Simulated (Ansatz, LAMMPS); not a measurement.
# Amorphous Ge at 5.66 g/cm^3 (72 atoms): relaxation and levels of theory

Which bonds does the relaxation leave, and how do the Kohn-Sham gap, forces and pressure change with functional?

Calculated with Ansatz 0.2.0: Kohn-Sham DFT, PBE, PAW (set soft_2), plane waves; cutoff 420 eV, Γ point, fermi-dirac smearing of 0.025 eV.

In doubt: a hybrid run on one k-point (Ansatz), which bears on gaps, levels and energies.

**The cell**

Density at the start: 5.66 g/cm³. The cell holds 72 atoms: 72 Ge. Cell: a = 11.536 Å, b = 11.536 Å, c = 11.536 Å, α = 90.0°, β = 90.0°, γ = 90.0°. 72 atoms (72 Ge) placed at random at 5.66 g/cm³, melted at 3500 K for 10 ps at fixed volume with the Tersoff potential (Tersoff, Phys. Rev. B 39, 5566 (1989)). Quenched from 3500 K to 300 K at 20 K/ps and fixed volume, annealed at 800 K for 20 ps, held 5 ps, then minimised at fixed cell.

The atoms were relaxed with PBE. The walk converged after 27 steps, with a largest force component of 0.0369 eV/Å; it began at an r.m.s. force component of 0.26 eV/Å. The energy fell by 66.4 meV an atom.

The input of the reference single point:

```yaml
crystal:
  lattice:
    - [11.5362, 0.0, 0.0]
    - [0.0, 11.5362, 0.0]
    - [0.0, 0.0, 11.5362]
  atoms:
    - { symbol: Ge, position: [0.05144, 0.81605, 0.72578] }
    - { symbol: Ge, position: [0.83565, 0.49335, 0.51162] }
    - { symbol: Ge, position: [0.83547, 0.68692, 0.62865] }
    - { symbol: Ge, position: [0.31248, 0.22139, 0.34295] }
    [... 66 atom lines left out ...]
    - { symbol: Ge, position: [0.51087, 0.96062, 0.3744] }
    - { symbol: Ge, position: [0.58959, 0.18066, 0.00398] }
kpoints:
  mp_grid: { grid: [1, 1, 1] }
hamiltonian:
  xc: pbe
scf:
  occupations: { method: fermi_dirac, width: 0.025 }
output:
  forces: true
  stress: true
  populations: true
  dos:
    method: { smearing: { sigma: 0.08 } }
    de: 0.05
    projected: { site_lists: { Ge: [Ge] } }
  eigenvalues: true
  write_density: true
  write_potential: true
  volumetric_format: npy
```

**Bonds after relaxation**

Bonds by pair of elements; cutoffs follow the first minimum of g(r), held within bounds set by covalent radii, and pairs that aren't listed don't count as bonded:

```
pair A-B  cutoff (Å)  bonds  mean length (Å)  spread (Å)  shortest (Å)  B about A  A about B
   Ge-Ge        2.93    155             2.55       0.097          2.43       4.31       4.31
```

How many atoms have how many bonded neighbours:

| element | mean | 3 | 4 | 5 | 6 |
| --- | --- | --- | --- | --- | --- |
| Ge | 4.31 | 1 | 50 | 19 | 2 |

**Levels of theory**

Single points at the relaxed geometry:

| functional | k-mesh | Kohn-Sham gap (eV) | pressure (GPa) | r.m.s. force component (eV/Å) | SCF cycles | time |
| --- | --- | --- | --- | --- | --- | --- |
| PBE | 1×1×1 | 0.363 | 4.65 | 0.013 | 13 | 25 s |
| HSE06 | 1×1×1 | 0.526 | 2.21 | 0.092 | 38 | 8.6 min |
| r2SCAN | 1×1×1 | 0.378 | 2.17 | 0.117 | 13 | 59 s |
| PBEsol | 1×1×1 | 0.364 | 1.43 | 0.032 | 13 | 24 s |

The gap is that between the highest filled and lowest empty Kohn-Sham level on the run's k-points. Cutoffs: 420 eV for PBE, HSE06 and PBEsol; 500 eV for r2SCAN. Times come from shared hosts and are rough.

**Findings**

By these cutoffs 69 % of Ge atoms have 4 neighbours. The Kohn-Sham gap is 0.36 eV with PBE on the 1×1×1 mesh. On the 1×1×1 mesh HSE06 changes the gap by +0.16 eV against PBE. On the reference's mesh the gap changes with r2SCAN by +0.02 eV and PBEsol by under 0.01 eV. Against the reference the pressure changes with HSE06 by -2.4 GPa, r2SCAN by -2.5 GPa and PBEsol by -3.2 GPa; a negative change means a smaller volume than PBE would take.

Limits: All single points share the geometry relaxed with PBE. The density was set when the cell was made, as one point of a scan, and needn't be that of the real material. One sample; tail or defect levels can set the gap of a disordered cell. The quench rate of 20 K/ps is many orders above laboratory rates, so the cell is likely richer in defects and strain than a real sample. The network of bonds at the start is that of the classical potential that made the cell, and needn't be the one that DFT or experiment would give. In some runs the program notes that the gap may close elsewhere in the zone, the exchange threshold is loose for the stress and the SCF threshold is loose for the stress. Spin–orbit coupling is left out; it splits the top valence bands of compounds with Ge, As, Se, Sb or Te and narrows their gaps.

[Logs are printed without paths, hosts, clocks, repeated set-up lines and the standing remarks that a program may print on its own settings, such as how far it seeks lower states.]

[Hosts, paths, dates, database ids (printed as entryN), source tags and the programs' standing remarks are cut or masked in the printed files.]
